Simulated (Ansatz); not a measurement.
# TiO2 (P4_2/mnm): refractive index against wavelength

The refractive index of TiO2 (P4_2/mnm) along x below the direct gap (1.90 eV on the mesh) is read from one computed spectrum, n = √(Re ε). x, y and z are the Cartesian axes of the input cell.

Cell: a, b, c = 4.592, 4.592, 2.957 Å (primitive vectors), 6 atoms.

Method: Ansatz 0.2.0, PBE, independent particles, k-mesh 6×6×8 with interpolation inside its cells, Gaussian parameter 0.1 eV.

Launch of the response step: `ansatz run input.yaml --threads 4 --pin off --max-ram 8192MiB --backend cpu --events-out ev --progress --plain --runs-dir out`. The run took 23 s, on 4 threads of Intel(R) Xeon(R) Platinum 8488C (Sapphire Rapids), with other jobs on the host.

```tsv
wavelength (nm)	photon energy E (eV)	n
3000	0.413	2.7552
2000	0.620	2.7687
1550	0.800	2.7855
1310	0.946	2.8030
1064	1.165	?
```

In the single-oscillator model n² − 1 = E₀E_d/(E₀² − E²), so 1/(n² − 1) = E₀/E_d − E²/(E₀E_d) is linear in E².

Working, on the rows shown:

| x = E² (eV²) | y = 1/(n² − 1) |
| --- | --- |
| 0.170801 | 0.151719 |
| 0.384302 | 0.150022 |
| 0.639837 | 0.147951 |
| 0.895757 | 0.14584 |

Means: x̄ = 0.52267, ȳ = 0.14888. Σ(x − x̄)(y − ȳ) = -0.0024, Σ(x − x̄)² = 0.2959. Slope = -0.0024 / 0.2959 = -0.008111; intercept = ȳ − slope · x̄ = 0.15312. Turned back into n, the line misses the rows shown by at most 0.00015.

Problem. What does the fit predict for the withheld row, and how well does it do?

Solution. At x = 1.3578 the line gives y = 0.14211, that is 2.8349. The run gave 2.8366, so the extrapolation is off by 0.0017, 2 % of the range in the table.

Refitted with all rows, the slope is -0.00826 and the intercept 0.15319. These give E₀ = √(intercept/−slope) = 4.31 eV and E_d = E₀/intercept = 28.1 eV; E₀ is 2.3 times the direct gap. The electronic limit at long wavelengths, without lattice vibrations, is n = √(1 + 1/intercept) = 2.744. Excitons are left out and so are local fields; PBE gaps are as a rule too small.

[Logs are printed without paths, hosts, clocks, repeated set-up lines and the standing remarks that a program may print on its own settings, such as how far it seeks lower states.]
